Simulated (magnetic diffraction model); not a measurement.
## Solving a magnetic structure from powder neutron data: TbYbBe12As7

Space group P-6 (no. 174), a = 9.1990 Å, c = 3.8060 Å.

```csv
site,atom,x,y,z
1b,Yb,0,0,1/2
1e,Tb,2/3,1/3,0
3j,As,0.2190,0.2630,0
3k,As,0.6348,0.5656,1/2
1c,As,1/3,2/3,0
3j,Be,0.4542,0.5112,0
3k,Be,0.2226,0.4579,1/2
3j,Be,0.9556,0.2385,0
3k,Be,0.3881,0.2919,1/2
```

The compound is invented for this exercise: a known structure type with other elements, its cell scaled to their sizes and not relaxed.

Only Yb and Tb are taken to order (form factors of Yb3+ and Tb3+); orders and moment sizes are assumed, and not adapted to the symmetry. Radiation: neutrons of λ = 2.52 Å, 3° to 70°; isotropic B of 0.65 Å² (Yb), 0.6 Å² (Tb), 0.56 Å² (As) and 1.26 Å² (Be). The intensities are simulated: I ∝ L Σ (|F_N|² + |F_M⊥|²) for unpolarised neutrons, with F_M = 2.695 fm/μB × Σ f(s) S exp(2πi Q·r) exp(−B s²) at Q = H ± k (one set where k and −k are equivalent), only the part normal to Q counting and L = 1/(sin²θ cos θ). For collinear order S is the moment m, which repeats by lattice and centring translations R with the sign exp(−2πi k·R). Form factors are spin-only for 3d ions and dipole or tabulated for f ions, scattering lengths are Sears's of 1992, and absorption is left out. A label names one of the reflections at its angle. The strongest nuclear line in the range is 100, and lines under 0.2 are left out.

Above the ordering temperature:

```tsv
2θ (°)	index	I
18.20	(1 0 0)	2.2
31.80	(1 1 0)	1.1
36.88	(2 0 0)	1.8
43.05	(1 0 1)	0.4
49.47	(2 1 0)	1.5
50.90	(1 1 1)	0.7
54.50	(2 0 1)	3.1
56.65	(3 0 0)	7.1
64.50	(2 1 1)	100.0
66.44	(2 2 0)	3.9
69.54	(3 1 0)	8.7
```

Below it (cell unchanged):

| 2θ (°) | I |
| --- | --- |
| 18.20 | 2.2 |
| 21.14 | 13.0 |
| 24.81 | 6.8 |
| 30.95 | 8.8 |
| 31.80 | 1.1 |
| 33.63 | 4.3 |
| 36.88 | 1.8 |
| 38.50 | 3.6 |
| 43.05 | 0.4 |
| 44.96 | 4.1 |
| 46.96 | 2.8 |
| 49.47 | 1.5 |
| 50.76 | 1.7 |
| 50.90 | 0.7 |
| 52.59 | 0.7 |
| 54.50 | 3.1 |
| 56.12 | 1.4 |
| 56.65 | 7.1 |
| 60.38 | 1.4 |
| 61.16 | 1.8 |
| 62.01 | 1.3 |
| 62.78 | 2.0 |
| 64.50 | 100.0 |
| 65.21 | 2.3 |
| 65.96 | 1.2 |
| 66.44 | 3.9 |
| 66.78 | 1.1 |
| 69.54 | 8.7 |
| 69.87 | 1.7 |

**Question.** Check that the new lines index with k = (1/2 0 1/2), then choose among these models:
A. collinear moments along [100], 3.6 μB on Yb and 6.7 μB on Tb; signs + at (0, 0, 1/2), − at (2/3, 1/3, 0)
B. collinear moments along [120], 3.6 μB on Yb and 6.7 μB on Tb; signs + at (0, 0, 1/2), − at (2/3, 1/3, 0)
C. collinear moments along [100], 3.6 μB on Yb and 6.7 μB on Tb; signs + at (0, 0, 1/2), + at (2/3, 1/3, 0)
D. collinear moments along [120], 3.6 μB on Yb and 6.7 μB on Tb; signs + at (0, 0, 1/2), + at (2/3, 1/3, 0)

The new lines index as (1/2 0 1/2) at 21.14°, (1/2 -1 1/2) at 24.81°, (1/2 1 1/2) at 30.95° and (3/2 0 1/2) at 33.63°, that is as H ± k with k = (1/2 0 1/2), one of 3 inequivalent arms of its star (k and −k counted as one), which a powder can't tell apart. Half indices mean that the moments reverse under translations with k·R a half-integer, and the magnetic cell has twice the primitive volume.

Magnetic intensity, observed (below minus above) and for each model:

| 2θ (°) | index | observed | A | B | C | D |
| --- | --- | --- | --- | --- | --- | --- |
| 21.14 | (1/2 0 1/2) | 13.0 | 11.7 | 13.0 | 11.7 | 13.0 |
| 24.81 | (1/2 -1 1/2) | 6.8 | 8.8 | 6.8 | 8.8 | 6.8 |
| 33.63 | (3/2 0 1/2) | 4.3 | 2.6 | 4.3 | 2.6 | 4.3 |
| 38.50 | (3/2 -2 1/2) | 3.6 | 6.1 | 3.6 | 6.1 | 3.6 |
| 44.96 | (3/2 1 1/2) | 4.1 | 2.5 | 4.1 | 2.5 | 4.1 |
| 50.76 | (5/2 0 1/2) | 1.7 | 0.8 | 1.7 | 0.8 | 1.7 |
| 56.12 | (5/2 -3 1/2) | 1.4 | 2.5 | 1.4 | 2.5 | 1.4 |
| 62.78 | (5/2 1 1/2) | 2.0 | 1.0 | 2.0 | 1.0 | 2.0 |

Models B and D match alike on every line, so these data can't choose among them (such ties are often domains of one structure).

The structure used: k = (1/2 0 1/2), collinear moments along [120], 3.6 μB on Yb and 6.7 μB on Tb; signs + at (0, 0, 1/2), − at (2/3, 1/3, 0).

[Logs are printed without paths, hosts, clocks, repeated set-up lines and the standing remarks that a program may print on its own settings, such as how far it seeks lower states.]
